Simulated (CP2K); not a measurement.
Consider nitrosoethylene at its PBE geometry (Å).

```xyz
7

C    -0.8689    0.0727   -0.2792
C     0.1732   -0.4712    0.3666
N     1.5295    0.0060    0.1916
O     1.6263    1.2008   -0.0868
H    -0.7201    0.9604   -0.8953
H    -1.8628   -0.3697   -0.2329
H     0.1227   -1.3991    0.9360
```

Method: CP2K XAS_TDP, all-electron GAPW, PBEh(45%), aug-cc-pVDZ, TDA, no relativity.

**Question.** Where do the N K-edge lines lie, and how strong are they?

Leading lines: N3 394.37 eV. The leading line of an atom is its first one with 35 % of the strongest within 2.5 eV of its lowest line over the strength cut. 

The first six lines of each atom with a strength over 0.0015:

| atom | energy (eV) | states | strength, one atom |
| --- | --- | --- | --- |
| N3 (bonded to C and O) | 394.37 | 1 | 0.0674 |
|  | 401.05 | 1 | 0.0092 |
|  | 402.44 | 1 | 0.0028 |
|  | 403.32 | 1 | 0.0023 |
|  | 403.53 | 1 | 0.0234 |
|  | 403.86 | 1 | 0.0018 |

Lines are vertical, at one geometry, with no vibrational structure. Without a correction of the core level, line positions, and the gaps between valence and Rydberg lines, follow the share of exact exchange. At this level such K lines come out 3 to 6 eV under measured ones. These values hold no scalar relativity, about 0.2 eV for N 1s. Rydberg lines, and the discretised continuum above threshold, depend on the basis and the box.

[Banner, clock and machine lines of the logs are left out without a mark of their own.]

[Logs are printed without paths, hosts, clocks, repeated set-up lines and the standing remarks that a program may print on its own settings, such as how far it seeks lower states.]

[Hosts, paths, dates, database ids (printed as entryN), source tags and the programs' standing remarks are cut or masked in the printed files.]
